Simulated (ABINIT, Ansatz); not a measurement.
# YSn3 (Pm-3m): phonons by linear response, part 2 of 5

How does YSn3 (Pm-3m) vibrate, and is this structure a minimum?

ABINIT 10.8.3; DFT PBEsol, scalar-relativistic, plane waves, PseudoDojo norm-conserving pseudopotentials.

So far. Step 3 (Relaxation): The volume changes by -1.1 % in this run and stands -1.1 % from the first cell. Step 4 (Self-consistent run for the response): The cell stands at -1.2 GPa: the relaxation ran with a smoothed and higher cutoff, and the difference is a stress of the finite basis. The relaxed cell has a = 4.648 Å (conventional setting).

**5. Zone-centre response**

At q = 0 one unit cell holds all displacements. The response is solved for single atoms along the cell's directions, and symmetry skips those that follow from others. The crystal is treated as a metal, which screens a static field, so no field response is asked.

Contents of dfpt_gamma.abi:

```

# common to the responses
getwfk_filepath "gso_WFK"
kptopt 2
nqpt 1
qpt 0.0 0.0 0.0
asr 0
chneut 0

# displacements
rfphon 1
rfatpol 1 4
rfdir 1 1 1
tolvrs 1.0d-10
prtwf 0
prtpot 1

# basis, mesh and filling
ecut 32.0
ngkpt 8 8 8
nshiftk 1
shiftk 0.0 0.0 0.0
istwfk *1
occopt 7
tsmear 0.01
nband 36
nstep 100
diemac 1000000.0
prtebands 0
prtgsr 0

# cell and atoms
acell 8.783591308 8.783591308 8.783591308
rprim 
    1.0 0.0 0.0
    0.0 1.0 0.0
    0.0 0.0 1.0
ntypat 2
znucl 39 50
natom 4
typat 1 2 2 2
xred 
    0.0 0.0 0.0
    0.0 0.5 0.5
    0.5 0.0 0.5
    0.5 0.5 0.0
pp_dirpath "./pseudo"
pseudos "Y.upf, Sn.upf"
```

The run is started by

```console
$ OMP_NUM_THREADS=1 mpirun -n 16 abinit dfpt_gamma.abi > dfpt_gamma.log
```

Numbers of over 12 decimals in the logs are rounded to 6 here.

dfpt_gamma.abo, the main output file:

```text
[banners, grids, parts of the stress and lines that vanish by symmetry left out]
- input  file    -> dfpt_gamma.abi
- output file    -> dfpt_gamma.abo
- root for input  files -> dfpt_gammai
- root for output files -> dfpt_gammao

 Symmetries : space group Pm -3 m (#221); Bravais cP (primitive cubic)
================================================================================
 Values of the parameters that define the memory need of the present run (RF).
     intxc =       0      iscf =       7    lmnmax =       6     lnmax =       6
     mgfft =      48  mpssoang =       3    mqgrid =    3001     natom =       4
  nloc_mem =       1    nspden =       1   nspinor =       1    nsppol =       1
      nsym =      48    n1xccc =    2501    ntypat =       2    occopt =       7
   xclevel =       2
-    mband =          36        mffmem =           1         mkmem =          17
-   mkqmem =          17        mk1mem =          17           mpw =        5904
      nfft =      110592          nkpt =         260
- my_mband =          36
================================================================================
================================================================================

--------------------------------------------------------------------------------
------------- Echo of variables that govern the present computation ------------
--------------------------------------------------------------------------------
-
- outvars: echo of selected default values
-   iomode0 =  0 , fftalg0 =312 , wfoptalg0 =  0
-
- outvars: echo of global parameters not present in the input file
-  max_nthreads =    1
-
 -outvars: echo values of preprocessed input variables
 [... echo left out ...]
================================================================================

 chkinp: Checking input parameters for consistency.

[...]
== DATASET  1 ==================================================================
-   mpi_nproc: 16, omp_nthreads: 1 (-1 if OMP is not activated)

--- !DatasetInfo
iteration_state: {dtset: 1, }
dimensions: {natom: 4, nkpt: 260, mband: 36, nsppol: 1, nspinor: 1, nspden: 1, mpw: 5904, }
cutoff_energies: {ecut:  32.0, pawecutdg:  -1.0, }
electrons: {nelect:   5.30000000E+01, charge:   0.00000000E+00, occopt:   7.00000000E+00, tsmear:   1.00000000E-02, }
meta: {optdriver: 1, rfphon: 1, }
...

 mkfilename: getwfk from: gso_WFK

 Real(R)+Recip(G) space primitive vectors, cartesian coordinates (Bohr,Bohr^-1):
 R(1)=  8.7835913  0.0000000  0.0000000  G(1)=  0.1138486  0.0000000  0.0000000
 R(2)=  0.0000000  8.7835913  0.0000000  G(2)=  0.0000000  0.1138486  0.0000000
 R(3)=  0.0000000  0.0000000  8.7835913  G(3)=  0.0000000  0.0000000  0.1138486
 Unit cell volume ucvol=  6.7766704E+02 bohr^3
 Angles (23,13,12)=  9.00000000E+01  9.00000000E+01  9.00000000E+01 degrees
 setup1 : take into account q-point for computing boxcut.

 getcut: wavevector=  0.0000  0.0000  0.0000  ngfft=  48  48  48
         ecut(hartree)=     32.000   => boxcut(ratio)=   2.14600

--- Pseudopotential description ------------------------------------------------
- pspini: atom type   1  psp file is ./pseudo/Y.upf

- pspini: atom type   2  psp file is ./pseudo/Sn.upf

   6.14193044E+03                                ecore*ucvol(ha*bohr**3)
--------------------------------------------------------------------------------

 ==>  initialize data related to q vector <==

 The list of irreducible perturbations for this q vector is:
    1)    idir= 1    ipert=   1
    2)    idir= 1    ipert=   2
    3)    idir= 2    ipert=   2

[...]
The perturbation idir=   2  ipert=   1 is
 symmetric of a previously calculated perturbation.
 So, its SCF calculation is not needed.

 The perturbation idir=   3  ipert=   1 is
 symmetric of a previously calculated perturbation.
 So, its SCF calculation is not needed.

 The perturbation idir=   3  ipert=   2 is
 symmetric of a previously calculated perturbation.
 So, its SCF calculation is not needed.

 The perturbation idir=   1  ipert=   3 is
 symmetric of a previously calculated perturbation.
 So, its SCF calculation is not needed.

[...]
The perturbation idir=   2  ipert=   4 is
 symmetric of a previously calculated perturbation.
 So, its SCF calculation is not needed.

 The perturbation idir=   3  ipert=   4 is
 symmetric of a previously calculated perturbation.
 So, its SCF calculation is not needed.

--------------------------------------------------------------------------------
 Perturbation wavevector (in red.coord.)   0.000000  0.000000  0.000000
 Perturbation : displacement of atom   1   along direction   1
 Found     8 symmetries that leave the perturbation invariant.

[...]
dfpt_looppert : total number of electrons, from k and k+q
  fully or partially occupied states are    5.300000E+01 and    5.300000E+01.
 Initialisation of the first-order wave-functions :
  ireadwf=   0

--- !BeginCycle
iteration_state: {dtset: 1, }
solver: {iscf: 7, nstep: 100, nline: 4, wfoptalg: 0, }
tolerances: {tolvrs: 1.00E-10, }
...

     iter   2DEtotal(Ha)        deltaE(Ha) residm    vres2
-ETOT  1   6.176330     -2.640E+03 1.198E+01 6.412E+03
 ETOT  2   3.721414     -2.455E+00 3.539E-01 2.931E+02
 ETOT  3   3.590317     -1.311E-01 1.250E-02 4.260E+01
 ETOT  4   3.578165     -1.215E-02 6.352E-03 4.975E-01
 ETOT  5   3.577873     -2.924E-04 1.180E-03 8.389E-03
[...]
At SCF step   10       vres2   =  1.57E-11 < tolvrs=  1.00E-10 =>converged.
[...]
Mean square residual over all n,k,spin=   30.623E-09; max=  46.515E-06

 Thirteen components of 2nd-order total energy (hartree) are
 1,2,3: 0th-order hamiltonian combined with 1st-order wavefunctions
     kin0=   1.80011870E+03 eigvalue=   2.46746690E+02  local=  -1.36355718E+03
 4,5,6: 1st-order hamiltonian combined with 1st and 0th-order wfs
 loc psp =  -2.59490410E+03  Hartree=   7.36325368E+02     xc=  -1.77485010E+02
 note that "loc psp" includes a xc core correction that could be resolved
 7,8,9: eventually, occupation + non-local contributions
    edocc=   3.25670130E+02     enl0=   1.07466242E+03   enl1=  -2.69005814E+03
 1-9 gives the relaxation energy (to be shifted if some occ is /=2.0)
   erelax=  -2.64248113E+03
 10,11,12 Non-relaxation  contributions : frozen-wavefunctions and Ewald
 fr.local=   1.10262404E+03 fr.nonlo=   1.34537621E+03  Ewald=   2.20322304E+02
 13,14 Frozen wf xc core corrections (1) and (2)
 frxc 1  =  -1.58766888E+02  frxc 2 =   1.36503329E+02
 Resulting in :
 2DEtotal=    0.3577870002E+01 Ha. Also 2DEtotal=    0.973588025745E+02 eV
    (2DErelax=   -2.6424811252E+03 Ha. 2DEnonrelax=    2.6460589952E+03 Ha)
    (  non-var. 2DEtotal :    3.5778711755E+00 Ha)

[...]
Perturbation wavevector (in red.coord.)   0.000000  0.000000  0.000000
 Perturbation : displacement of atom   2   along direction   1
 Found     8 symmetries that leave the perturbation invariant.

[...]
dfpt_looppert : total number of electrons, from k and k+q
  fully or partially occupied states are    5.300000E+01 and    5.300000E+01.
 Initialisation of the first-order wave-functions :
  ireadwf=   0

--- !BeginCycle
iteration_state: {dtset: 1, }
solver: {iscf: 7, nstep: 100, nline: 4, wfoptalg: 0, }
tolerances: {tolvrs: 1.00E-10, }
...

     iter   2DEtotal(Ha)        deltaE(Ha) residm    vres2
-ETOT  1   8.464256     -2.567E+04 3.269E+01 1.258E+02
[...]
At SCF step   10       vres2   =  2.76E-11 < tolvrs=  1.00E-10 =>converged.
[...]
Mean square residual over all n,k,spin=   18.955E-10; max=  30.089E-07

 Thirteen components of 2nd-order total energy (hartree) are
 1,2,3: 0th-order hamiltonian combined with 1st-order wavefunctions
     kin0=   3.30334748E+04 eigvalue=   2.29643936E+03  local=  -1.55068708E+04
 4,5,6: 1st-order hamiltonian combined with 1st and 0th-order wfs
 loc psp =  -6.82426746E+03  Hartree=   2.25124292E+03     xc=  -4.11939239E+02
 note that "loc psp" includes a xc core correction that could be resolved
 7,8,9: eventually, occupation + non-local contributions
    edocc=   1.83325087E+01     enl0=   3.99789063E+03   enl1=  -4.45328730E+04
 1-9 gives the relaxation energy (to be shifted if some occ is /=2.0)
   erelax=  -2.56785702E+04
 10,11,12 Non-relaxation  contributions : frozen-wavefunctions and Ewald
 fr.local=   2.98244682E+03 fr.nonlo=   2.22562399E+04  Ewald=   3.01826904E+02
 13,14 Frozen wf xc core corrections (1) and (2)
 frxc 1  =  -9.22303144E+02  frxc 2 =   1.06226977E+03
 Resulting in :
 2DEtotal=    0.1910080713E+01 Ha. Also 2DEtotal=    0.519759440367E+02 eV
    (2DErelax=   -2.5678570203E+04 Ha. 2DEnonrelax=    2.5680480284E+04 Ha)
    (  non-var. 2DEtotal :    1.9100771455E+00 Ha)

[...]
Perturbation wavevector (in red.coord.)   0.000000  0.000000  0.000000
 Perturbation : displacement of atom   2   along direction   2
 Found     4 symmetries that leave the perturbation invariant.

--------------------------------------------------------------------------------

--------------------------------------------------------------------------------

 dfpt_looppert : total number of electrons, from k and k+q
  fully or partially occupied states are    5.300000E+01 and    5.300000E+01.
 Initialisation of the first-order wave-functions :
  ireadwf=   0

--- !BeginCycle
iteration_state: {dtset: 1, }
solver: {iscf: 7, nstep: 100, nline: 4, wfoptalg: 0, }
tolerances: {tolvrs: 1.00E-10, }
...

     iter   2DEtotal(Ha)        deltaE(Ha) residm    vres2
-ETOT  1   10.240586832592     -2.566E+04 2.638E+01 4.803E+02
[...]
ETOT 10   3.380924      2.910E-11 2.519E-03 1.275E-10
 ETOT 11   3.380924      1.455E-10 7.223E-04 2.812E-11

 At SCF step   11       vres2   =  2.81E-11 < tolvrs=  1.00E-10 =>converged.
[...]
Mean square residual over all n,k,spin=   17.521E-08; max=  72.232E-05

 Thirteen components of 2nd-order total energy (hartree) are
 1,2,3: 0th-order hamiltonian combined with 1st-order wavefunctions
     kin0=   3.30103200E+04 eigvalue=   2.29606905E+03  local=  -1.55048744E+04
 4,5,6: 1st-order hamiltonian combined with 1st and 0th-order wfs
 loc psp =  -6.82284573E+03  Hartree=   2.25098119E+03     xc=  -4.10077941E+02
 note that "loc psp" includes a xc core correction that could be resolved
 7,8,9: eventually, occupation + non-local contributions
    edocc=   1.71701805E+01     enl0=   4.00403460E+03   enl1=  -4.45043995E+04
 1-9 gives the relaxation energy (to be shifted if some occ is /=2.0)
   erelax=  -2.56636226E+04
 10,11,12 Non-relaxation  contributions : frozen-wavefunctions and Ewald
 fr.local=   3.03554706E+03 fr.nonlo=   2.22511967E+04  Ewald=   2.39657905E+02
 13,14 Frozen wf xc core corrections (1) and (2)
 frxc 1  =  -9.22645312E+02  frxc 2 =   1.06324717E+03
 Resulting in :
 2DEtotal=    0.3380924271E+01 Ha. Also 2DEtotal=    0.919996362093E+02 eV
    (2DErelax=   -2.5663622636E+04 Ha. 2DEnonrelax=    2.5667003560E+04 Ha)
    (  non-var. 2DEtotal :    3.3809250808E+00 Ha)

[...]
---- first-order wavefunction calculations are completed ----

 ==> Compute Derivative Database <==

 [... matrices left out ...]
  Phonon wavevector (reduced coordinates) :  0.00000  0.00000  0.00000
 Phonon energies in Hartree :
  -2.053967E-05 -2.053967E-05 -2.053967E-05  3.478144E-04  3.478144E-04
   3.478144E-04  4.517573E-04  4.517573E-04  4.517573E-04  6.934957E-04
   6.934957E-04  6.934957E-04
 Phonon frequencies in cm-1    :
- -4.507937E+00 -4.507937E+00 -4.507937E+00  7.633643E+01  7.633643E+01
-  7.633643E+01  9.914926E+01  9.914926E+01  9.914926E+01  1.522047E+02
-  1.522047E+02  1.522047E+02

== END DATASET(S) ==============================================================
================================================================================

 -outvars: echo values of variables after computation
            acell      8.7835913080E+00  8.7835913080E+00  8.7835913080E+00 Bohr
           etotal      3.3809242711E+00
            fcart      0.0000000000E+00  0.0000000000E+00  0.0000000000E+00
           strten      0.0000000000E+00  0.0000000000E+00  0.0000000000E+00
================================================================================
```

The job ended after 2.7 min (16 MPI ranks of Arm Neoverse V1, shared host).

Read from the output:

```yaml
largest_acoustic_frequency_at_the_zone_centre_before_the_sum_rule: -4.51 cm⁻¹
highest_optical_zone_centre_mode_no_lo_to_term: 152.2 cm⁻¹
lowest_optical_zone_centre_mode: 76.34 cm⁻¹
```

The acoustic modes at Γ come out as far as 4.5 cm⁻¹ from zero, where they should vanish, a small numerical error.

**6. Self-consistent run for the response**

Scaled from the time of the run at Γ, the full q mesh would overrun the time at hand on this k mesh, so the ground state is made again on a coarser one.

Contents of gs.abi:

```
# ground state
tolvrs 1.0d-16
prtden 1
prtwf 1

# basis, mesh and filling
ecut 32.0
ngkpt 4 4 4
nshiftk 1
shiftk 0.0 0.0 0.0
istwfk *1
occopt 7
tsmear 0.01
nband 36
nstep 100
diemac 1000000.0
prtebands 0
prtgsr 0

# cell and atoms
acell 8.783591308 8.783591308 8.783591308
rprim 
    1.0 0.0 0.0
    0.0 1.0 0.0
    0.0 0.0 1.0
ntypat 2
znucl 39 50
natom 4
typat 1 2 2 2
xred 
    0.0 0.0 0.0
    0.0 0.5 0.5
    0.5 0.0 0.5
    0.5 0.5 0.0
pp_dirpath "./pseudo"
pseudos "Y.upf, Sn.upf"
```

The run is started by

```console
$ OMP_NUM_THREADS=1 mpirun -n 10 abinit gs.abi > gs.log
```

gs.abo, the main output file:

```text
[banners, grids, parts of the stress and lines that vanish by symmetry left out]
- input  file    -> gs.abi
- output file    -> gs.abo
- root for input  files -> gsi
[...]
Symmetries : space group Pm -3 m (#221); Bravais cP (primitive cubic)
[...]
mpw =        5904          nfft =      110592          nkpt =          10
[...]
== DATASET  1 ==================================================================
[...]
cutoff_energies: {ecut:  32.0, pawecutdg:  -1.0, }
[...]
ETOT  1  -276.30576906645    -2.763E+02 3.157E-01 2.910E+01
 ETOT  2  -276.74521776677    -4.394E-01 5.995E-03 9.858E-01
 ETOT  3  -276.74539282627    -1.751E-04 1.386E-03 1.662E-01
 ETOT  4  -276.74544939885    -5.657E-05 1.734E-03 3.075E-03
 ETOT  5  -276.74544969244    -2.936E-07 5.074E-04 1.023E-04
[...]
ETOT 11  -276.74544971742     1.597E-11 2.392E-04 8.087E-16
 ETOT 12  -276.74544971744    -1.859E-11 1.836E-04 4.246E-18
 At SCF step   12       vres2   =  4.25E-18 < tolvrs=  1.00E-16 =>converged.
[...]
sigma(1 1)=  5.07544179E-05  sigma(3 2)=  0.00000000E+00
  sigma(2 2)=  5.07544179E-05  sigma(3 1)=  0.00000000E+00
  sigma(3 3)=  5.07544179E-05  sigma(2 1)=  0.00000000E+00
[...]
convergence: {deltae: -1.859E-11, res2:  4.246E-18, residm:  1.836E-04, diffor: null, }
etotal    :  -2.76745450E+02
[...]
sigma(1 1)=  5.07544179E-05  sigma(3 2)=  0.00000000E+00
  sigma(2 2)=  5.07544179E-05  sigma(3 1)=  0.00000000E+00
  sigma(3 3)=  5.07544179E-05  sigma(2 1)=  0.00000000E+00
[...]
- sigma(1 1)=  1.49324653E+00  sigma(3 2)=  0.00000000E+00
- sigma(2 2)=  1.49324653E+00  sigma(3 1)=  0.00000000E+00
- sigma(3 3)=  1.49324653E+00  sigma(2 1)=  0.00000000E+00
[...]
fcart     -0.0000000000E+00 -0.0000000000E+00 -0.0000000000E+00
           strten      5.0754417920E-05  5.0754417920E-05  5.0754417920E-05
================================================================================

[key lines of the parts left out:]
pressure_GPa:  -1.4932E+00
```

Run time: 13 s. Hardware: 10 MPI ranks.

Numbers from this step:

| Item | Value |
| --- | --- |
| pressure | -1.493 GPa |

[end of part 2 of 5]

[Host names and launcher messages were left out of these logs when they were recorded.]

[Logs are printed without paths, hosts, clocks, repeated set-up lines and the standing remarks that a program may print on its own settings, such as how far it seeks lower states.]

[Hosts, paths, dates, database ids (printed as entryN), source tags and the programs' standing remarks are cut or masked in the printed files.]
